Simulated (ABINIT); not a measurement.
# InSnH3 (Pm-3m): phonons by linear response, part 2 of 5

How does InSnH3 (Pm-3m) vibrate, and is this structure a minimum?

ABINIT 10.8.3; DFT LDA, scalar-relativistic, plane waves, HGH norm-conserving pseudopotentials.

So far. Step 5 (Relaxing the cell and atoms): The volume changes by -0.9 % in this run and stands -38.4 % from the first cell. Step 6 (Ground state): The cell stands at -0.41 GPa: the relaxation ran with a smoothed and higher cutoff, and the difference is a stress of the finite basis. The relaxed cell has a = 4.086 Å (conventional setting).

The structure was built from a prototype and need not be the compound's stable phase.

**7. Zone-centre response**

At q = 0 one unit cell holds all displacements. The response is solved for single atoms along the cell's directions, and symmetry skips those that follow from others. The crystal is treated as a metal, which screens a static field, so no field response is asked.

File dfpt_gamma.abi:

```

# common to the responses
getwfk_filepath "gso_WFK"
kptopt 2
nqpt 1
qpt 0.0 0.0 0.0
asr 0
chneut 0

# displacements
rfphon 1
rfatpol 1 5
rfdir 1 1 1
tolvrs 1.0d-10
prtwf 0

# basis, mesh and filling
ecut 35.0
ixc 7
ngkpt 6 6 6
nshiftk 1
shiftk 0.0 0.0 0.0
istwfk *1
occopt 6
tsmear 0.01
nband 11
nstep 100
diemac 1000000.0
prtebands 0
prtgsr 0
useylm 1

# cell and atoms
acell 3*1.0 Angstrom
rprim 
    4.085917355 0.0 0.0
    0.0 4.085917355 0.0
    0.0 0.0 4.085917355
ntypat 3
znucl 49 50 1
natom 5
typat 1 2 3 3 3
xred 
    0.0 0.0 0.0
    0.5 0.5 0.5
    0.5 0.5 0.0
    0.5 0.0 0.5
    0.0 0.5 0.5
pp_dirpath "./pseudo"
pseudos "In.hgh, Sn.hgh, H.hgh"
```

The run is started by

```console
> OMP_NUM_THREADS=1 mpirun -n 2 abinit dfpt_gamma.abi > dfpt_gamma.log
```

Numbers of over 12 decimals in the logs are rounded to 6 here.

dfpt_gamma.abo, the main output file:

```text
[banners, grids, parts of the stress and lines that vanish by symmetry left out]
- input  file    -> dfpt_gamma.abi
- output file    -> dfpt_gamma.abo
- root for input  files -> dfpt_gammai
- root for output files -> dfpt_gammao

 Symmetries : space group Pm -3 m (#221); Bravais cP (primitive cubic)
================================================================================
 Values of the parameters that define the memory need of the present run (RF).
     intxc =       0      iscf =       7    lmnmax =      14     lnmax =       6
     mgfft =      45  mpssoang =       3    mqgrid =    3001     natom =       5
  nloc_mem =       1    nspden =       1   nspinor =       1    nsppol =       1
      nsym =      48    n1xccc =       0    ntypat =       3    occopt =       6
   xclevel =       1
-    mband =          11        mffmem =           1         mkmem =          56
-   mkqmem =          56        mk1mem =          56           mpw =        4632
      nfft =       91125          nkpt =         112
- my_mband =          11
================================================================================
================================================================================

--------------------------------------------------------------------------------
------------- Echo of variables that govern the present computation ------------
--------------------------------------------------------------------------------
-
- outvars: echo of selected default values
-   iomode0 =  0 , fftalg0 =312 , wfoptalg0 =  0
-
- outvars: echo of global parameters not present in the input file
-  max_nthreads =    1
-
 -outvars: echo values of preprocessed input variables
 [... echo left out ...]
================================================================================

 chkinp: Checking input parameters for consistency.

[...]
== DATASET  1 ==================================================================
-   mpi_nproc: 2, omp_nthreads: 1 (-1 if OMP is not activated)

--- !DatasetInfo
iteration_state: {dtset: 1, }
dimensions: {natom: 5, nkpt: 112, mband: 11, nsppol: 1, nspinor: 1, nspden: 1, mpw: 4632, }
cutoff_energies: {ecut:  35.0, pawecutdg:  -1.0, }
electrons: {nelect:   1.00000000E+01, charge:   0.00000000E+00, occopt:   6.00000000E+00, tsmear:   1.00000000E-02, }
meta: {optdriver: 1, rfphon: 1, }
...

 mkfilename: getwfk from: gso_WFK

 Exchange-correlation functional for the present dataset will be:
  LDA: Perdew-Wang 92 LSD fit to Ceperley-Alder data - ixc=7
 Citation for XC functional:
  J.P.Perdew and Y.Wang, PRB 45, 13244 (1992)

 Real(R)+Recip(G) space primitive vectors, cartesian coordinates (Bohr,Bohr^-1):
 R(1)=  7.7212648  0.0000000  0.0000000  G(1)=  0.1295125  0.0000000  0.0000000
 R(2)=  0.0000000  7.7212648  0.0000000  G(2)=  0.0000000  0.1295125  0.0000000
 R(3)=  0.0000000  0.0000000  7.7212648  G(3)=  0.0000000  0.0000000  0.1295125
 Unit cell volume ucvol=  4.6032582E+02 bohr^3
 Angles (23,13,12)=  9.00000000E+01  9.00000000E+01  9.00000000E+01 degrees
 setup1 : take into account q-point for computing boxcut.

 getcut: wavevector=  0.0000  0.0000  0.0000  ngfft=  45  45  45
         ecut(hartree)=     35.000   => boxcut(ratio)=   2.13976

--- Pseudopotential description ------------------------------------------------
- pspini: atom type   1  psp file is ./pseudo/In.hgh

- pspini: atom type   2  psp file is ./pseudo/Sn.hgh

- pspini: atom type   3  psp file is ./pseudo/H.hgh

   4.25353552E+02                                ecore*ucvol(ha*bohr**3)
--------------------------------------------------------------------------------

 ==>  initialize data related to q vector <==

 The list of irreducible perturbations for this q vector is:
    1)    idir= 1    ipert=   1
    2)    idir= 1    ipert=   2
    3)    idir= 1    ipert=   3
    4)    idir= 3    ipert=   3

[...]
The perturbation idir=   2  ipert=   1 is
 symmetric of a previously calculated perturbation.
 So, its SCF calculation is not needed.

 The perturbation idir=   3  ipert=   1 is
 symmetric of a previously calculated perturbation.
 So, its SCF calculation is not needed.

 The perturbation idir=   2  ipert=   2 is
 symmetric of a previously calculated perturbation.
 So, its SCF calculation is not needed.

 The perturbation idir=   3  ipert=   2 is
 symmetric of a previously calculated perturbation.
 So, its SCF calculation is not needed.

[...]
The perturbation idir=   2  ipert=   5 is
 symmetric of a previously calculated perturbation.
 So, its SCF calculation is not needed.

 The perturbation idir=   3  ipert=   5 is
 symmetric of a previously calculated perturbation.
 So, its SCF calculation is not needed.

--------------------------------------------------------------------------------
 Perturbation wavevector (in red.coord.)   0.000000  0.000000  0.000000
 Perturbation : displacement of atom   1   along direction   1
 Found     8 symmetries that leave the perturbation invariant.

[...]
dfpt_looppert : total number of electrons, from k and k+q
  fully or partially occupied states are    1.000000E+01 and    1.000000E+01.
 Initialisation of the first-order wave-functions :
  ireadwf=   0

--- !BeginCycle
iteration_state: {dtset: 1, }
solver: {iscf: 7, nstep: 100, nline: 4, wfoptalg: 0, }
tolerances: {tolvrs: 1.00E-10, }
...

     iter   2DEtotal(Ha)        deltaE(Ha) residm    vres2
-ETOT  1   4.534299     -2.998E+01 1.468E-01 2.297E+04
 ETOT  2  0.710634     -3.824E+00 1.710E-03 5.807E+02
 ETOT  3  0.612996     -9.764E-02 6.891E-05 1.966E+00
 ETOT  4  0.612706     -2.893E-04 1.224E-06 3.119E-02
 ETOT  5  0.612702     -3.993E-06 1.883E-08 3.880E-05
[...]
At SCF step    9       vres2   =  2.61E-12 < tolvrs=  1.00E-10 =>converged.
[...]
Mean square residual over all n,k,spin=   37.532E-18; max=  80.786E-16

 Thirteen components of 2nd-order total energy (hartree) are
 1,2,3: 0th-order hamiltonian combined with 1st-order wavefunctions
     kin0=   3.23002589E+01 eigvalue=   1.03519256E+00  local=  -9.02021440E+00
 4,5,6: 1st-order hamiltonian combined with 1st and 0th-order wfs
 loc psp =  -2.30375517E+01  Hartree=   4.49050234E+00     xc=  -3.30860418E+00
 note that "loc psp" includes a xc core correction that could be resolved
 7,8,9: eventually, occupation + non-local contributions
    edocc=   3.08030839E+00     enl0=   5.31976135E+00   enl1=  -4.47568583E+01
 1-9 gives the relaxation energy (to be shifted if some occ is /=2.0)
   erelax=  -3.38972050E+01
 10,11,12 Non-relaxation  contributions : frozen-wavefunctions and Ewald
 fr.local=   1.23897277E+00 fr.nonlo=   2.18784235E+01  Ewald=   1.13925111E+01
 13,14 Frozen wf xc core corrections (1) and (2)
 frxc 1  =   0.00000000E+00  frxc 2 =   0.00000000E+00
 Resulting in :
 2DEtotal=    0.6127023255E+00 Ha. Also 2DEtotal=    0.166724796319E+02 eV
    (2DErelax=   -3.3897205025E+01 Ha. 2DEnonrelax=    3.4509907351E+01 Ha)
    (  non-var. 2DEtotal :    6.1270235003E-01 Ha)

[...]
Perturbation wavevector (in red.coord.)   0.000000  0.000000  0.000000
 Perturbation : displacement of atom   2   along direction   1
 Found     8 symmetries that leave the perturbation invariant.

[...]
dfpt_looppert : total number of electrons, from k and k+q
  fully or partially occupied states are    1.000000E+01 and    1.000000E+01.
 Initialisation of the first-order wave-functions :
  ireadwf=   0

--- !BeginCycle
iteration_state: {dtset: 1, }
solver: {iscf: 7, nstep: 100, nline: 4, wfoptalg: 0, }
tolerances: {tolvrs: 1.00E-10, }
...

     iter   2DEtotal(Ha)        deltaE(Ha) residm    vres2
-ETOT  1   11.663056365636     -5.855E+01 5.760E-01 6.274E+04
[...]
At SCF step    9       vres2   =  8.41E-12 < tolvrs=  1.00E-10 =>converged.
[...]
Mean square residual over all n,k,spin=   13.421E-17; max=  15.801E-15

 Thirteen components of 2nd-order total energy (hartree) are
 1,2,3: 0th-order hamiltonian combined with 1st-order wavefunctions
     kin0=   5.76730231E+01 eigvalue=   3.20917059E+00  local=  -1.57570132E+01
 4,5,6: 1st-order hamiltonian combined with 1st and 0th-order wfs
 loc psp =  -5.68086639E+01  Hartree=   1.20199018E+01     xc=  -6.89534262E+00
 note that "loc psp" includes a xc core correction that could be resolved
 7,8,9: eventually, occupation + non-local contributions
    edocc=   7.94734602E+00     enl0=   1.15079138E+01   enl1=  -8.26013348E+01
 1-9 gives the relaxation energy (to be shifted if some occ is /=2.0)
   erelax=  -6.97049993E+01
 10,11,12 Non-relaxation  contributions : frozen-wavefunctions and Ewald
 fr.local=   1.84410349E+01 fr.nonlo=   3.87513328E+01  Ewald=   1.30200126E+01
 13,14 Frozen wf xc core corrections (1) and (2)
 frxc 1  =   0.00000000E+00  frxc 2 =   0.00000000E+00
 Resulting in :
 2DEtotal=    0.5073811024E+00 Ha. Also 2DEtotal=    0.138065431504E+02 eV
    (2DErelax=   -6.9704999289E+01 Ha. 2DEnonrelax=    7.0212380391E+01 Ha)
    (  non-var. 2DEtotal :    5.0738104682E-01 Ha)

[...]
Perturbation wavevector (in red.coord.)   0.000000  0.000000  0.000000
 Perturbation : displacement of atom   3   along direction   1
 Found     4 symmetries that leave the perturbation invariant.

[...]
dfpt_looppert : total number of electrons, from k and k+q
  fully or partially occupied states are    1.000000E+01 and    1.000000E+01.
 Initialisation of the first-order wave-functions :
  ireadwf=   0

--- !BeginCycle
iteration_state: {dtset: 1, }
solver: {iscf: 7, nstep: 100, nline: 4, wfoptalg: 0, }
tolerances: {tolvrs: 1.00E-10, }
...

     iter   2DEtotal(Ha)        deltaE(Ha) residm    vres2
-ETOT  1   3.933566     -5.623E+01 3.319E-01 2.086E+04
[...]
At SCF step    9       vres2   =  8.18E-12 < tolvrs=  1.00E-10 =>converged.
[...]
Mean square residual over all n,k,spin=   64.070E-18; max=  92.948E-16

 Thirteen components of 2nd-order total energy (hartree) are
 1,2,3: 0th-order hamiltonian combined with 1st-order wavefunctions
     kin0=   6.59180865E+01 eigvalue=   2.26602163E+00  local=  -1.62246150E+01
 4,5,6: 1st-order hamiltonian combined with 1st and 0th-order wfs
 loc psp =  -1.20077650E+02  Hartree=   1.15356971E+01     xc=  -7.11262740E+00
 note that "loc psp" includes a xc core correction that could be resolved
 7,8,9: eventually, occupation + non-local contributions
    edocc=   3.49380940E+00     enl0=   1.62452638E-01   enl1=   0.00000000E+00
 1-9 gives the relaxation energy (to be shifted if some occ is /=2.0)
   erelax=  -6.00388248E+01
 10,11,12 Non-relaxation  contributions : frozen-wavefunctions and Ewald
 fr.local=   6.19478277E+01 fr.nonlo=   0.00000000E+00  Ewald=  -1.78691430E+00
 13,14 Frozen wf xc core corrections (1) and (2)
 frxc 1  =   0.00000000E+00  frxc 2 =   0.00000000E+00
 Resulting in :
 2DEtotal=    0.1220885969E+00 Ha. Also 2DEtotal=    0.332219996589E+01 eV
    (2DErelax=   -6.0038824810E+01 Ha. 2DEnonrelax=    6.0160913407E+01 Ha)
    (  non-var. 2DEtotal :    1.2208855200E-01 Ha)

[...]
Perturbation wavevector (in red.coord.)   0.000000  0.000000  0.000000
 Perturbation : displacement of atom   3   along direction   3
 Found     8 symmetries that leave the perturbation invariant.

--------------------------------------------------------------------------------

--------------------------------------------------------------------------------

 dfpt_looppert : total number of electrons, from k and k+q
  fully or partially occupied states are    1.000000E+01 and    1.000000E+01.
 Initialisation of the first-order wave-functions :
  ireadwf=   0

--- !BeginCycle
iteration_state: {dtset: 1, }
solver: {iscf: 7, nstep: 100, nline: 4, wfoptalg: 0, }
tolerances: {tolvrs: 1.00E-10, }
...

     iter   2DEtotal(Ha)        deltaE(Ha) residm    vres2
-ETOT  1   5.783400     -5.897E+01 5.624E-01 2.856E+04
[...]
ETOT  8 -0.223921     -8.981E-12 5.658E-11 5.621E-10
 ETOT  9 -0.223921      2.544E-12 1.759E-12 5.075E-12

 At SCF step    9       vres2   =  5.07E-12 < tolvrs=  1.00E-10 =>converged.
[...]
Mean square residual over all n,k,spin=   49.464E-16; max=  17.591E-13

 Thirteen components of 2nd-order total energy (hartree) are
 1,2,3: 0th-order hamiltonian combined with 1st-order wavefunctions
     kin0=   6.43997657E+01 eigvalue=   2.05325604E+00  local=  -1.61679290E+01
 4,5,6: 1st-order hamiltonian combined with 1st and 0th-order wfs
 loc psp =  -1.29948209E+02  Hartree=   1.43716909E+01     xc=  -8.51634765E+00
 note that "loc psp" includes a xc core correction that could be resolved
 7,8,9: eventually, occupation + non-local contributions
    edocc=   8.44821599E+00     enl0=   3.85452220E-01   enl1=   0.00000000E+00
 1-9 gives the relaxation energy (to be shifted if some occ is /=2.0)
   erelax=  -6.49741043E+01
 10,11,12 Non-relaxation  contributions : frozen-wavefunctions and Ewald
 fr.local=   4.65288408E+01 fr.nonlo=   0.00000000E+00  Ewald=   1.82213428E+01
 13,14 Frozen wf xc core corrections (1) and (2)
 frxc 1  =   0.00000000E+00  frxc 2 =   0.00000000E+00
 Resulting in :
 2DEtotal=   -0.2239206727E+00 Ha. Also 2DEtotal=   -0.609319191448E+01 eV
    (2DErelax=   -6.4974104261E+01 Ha. 2DEnonrelax=    6.4750183588E+01 Ha)
    (  non-var. 2DEtotal :   -2.2392067480E-01 Ha)

[...]
---- first-order wavefunction calculations are completed ----

 ==> Compute Derivative Database <==

 [... matrices left out ...]
  Phonon wavevector (reduced coordinates) :  0.00000  0.00000  0.00000
 Phonon energies in Hartree :
  -1.506285E-03 -1.506285E-03 -1.506285E-03 -6.638967E-07 -6.638932E-07
  -6.638829E-07  2.880842E-04  2.880842E-04  2.880842E-04  1.021028E-03
   1.021028E-03  1.021028E-03  1.190276E-03  1.190276E-03  1.190276E-03
 Phonon frequencies in cm-1    :
- -3.305914E+02 -3.305914E+02 -3.305914E+02 -1.457085E-01 -1.457077E-01
- -1.457055E-01  6.322717E+01  6.322717E+01  6.322717E+01  2.240898E+02
-  2.240898E+02  2.240898E+02  2.612355E+02  2.612355E+02  2.612355E+02

== END DATASET(S) ==============================================================
================================================================================

 -outvars: echo values of variables after computation
            acell      1.8897261259E+00  1.8897261259E+00  1.8897261259E+00 Bohr
           etotal     -2.2392067274E-01
            fcart      0.0000000000E+00  0.0000000000E+00  0.0000000000E+00
           strten      0.0000000000E+00  0.0000000000E+00  0.0000000000E+00
================================================================================
```

Elapsed: 2.6 min, on 2 MPI ranks of Intel Xeon at 2.70GHz, shared host.

Numbers from this step:

```
largest acoustic frequency at the zone centre before the sum rule : -0.15 cm⁻¹
highest optical zone-centre mode (no LO-TO term)                  : 261.2 cm⁻¹
lowest optical zone-centre mode                                   : -330.6 cm⁻¹
```

The acoustic modes at Γ come out as far as 0.1 cm⁻¹ from zero, where they should vanish, a small numerical error. The lowest optical mode is imaginary, 331i cm⁻¹, an instability at this level and on this k mesh.

(Part 2 of 5 ends here.)

[Host names and launcher messages were left out of these logs when they were recorded.]

[Logs are printed without paths, hosts, clocks, repeated set-up lines and the standing remarks that a program may print on its own settings, such as how far it seeks lower states.]

[Hosts, paths, dates, database ids (printed as entryN), source tags and the programs' standing remarks are cut or masked in the printed files.]
